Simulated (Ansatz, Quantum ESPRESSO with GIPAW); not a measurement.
# C5H8O3: working out the 17O quadrupolar coupling

A plane-wave PAW calculation (PBEsol, Ansatz) gives this electric field gradient, in 10²¹ V/m² and Cartesian axes, at one O site of C5H8O3 (atom 1; bound to C2; site symmetry 1):

```
     -6.3529        5.1878        6.0840
      5.1878       12.6402        3.7808
      6.0840        3.7808       -6.2874
```

17O has spin 5/2, Q = -0.02558 barn and |γ|/2π = 5.7742 MHz/T. The cell is the C2/c form of a database entry, atoms relaxed, static and at 0 K. The PAW files were made for PBE.

**Task.** Find C_Q, η_Q and ν_Q, and the shift and width of the central transition under fast MAS at 9.4 T and 16.4 T.

1. The tensor is symmetric and traceless. Its eigenvalues, ordered by size, are V_xx = -2.8178, V_yy = -12.4512 and V_zz = 15.2689.

2. η_Q = (V_xx − V_yy)/V_zz = 0.631.

3. C_Q = eQV_zz/h. One unit of 10²¹ V/m² with one barn gives 24.18 MHz, so C_Q = 24.18 × −0.02558 × 15.2689 = -9.444 MHz. A spectrum shows its size, not its sign.

4. ν_Q = 3C_Q/[2I(2I−1)] = 1.417 MHz in size, and P_Q = |C_Q|√(1 + η²/3) = 10.051 MHz.

5. The resonances lie at ν0 = 54.28 and 94.70 MHz, so ν_Q/ν0 is 0.026 at most and second order holds. The centre of gravity moves by δ_Q = −(3/40)(P_Q/ν0)² F × 10⁶ ppm, with F = [I(I+1) − 3/4]/[I²(2I−1)²] = 0.08: -206 ppm at 9.4 T and -67.6 ppm at 16.4 T.

6. Summing the second-order term over orientations gives a full width of 475 ppm (26 kHz) and 156 ppm (15 kHz). In ppm both fall as 1/B²: (9.4/16.4)² = 0.329. The spinning rate must pass the static width for this shape to show cleanly.

[Banner, clock, file and message-heading lines were taken out of the pw.x and gipaw.x logs.]

[Logs are printed without paths, hosts, clocks, repeated set-up lines and the standing remarks that a program may print on its own settings, such as how far it seeks lower states.]

[Hosts, paths, dates, database ids (printed as entryN), source tags and the programs' standing remarks are cut or masked in the printed files.]
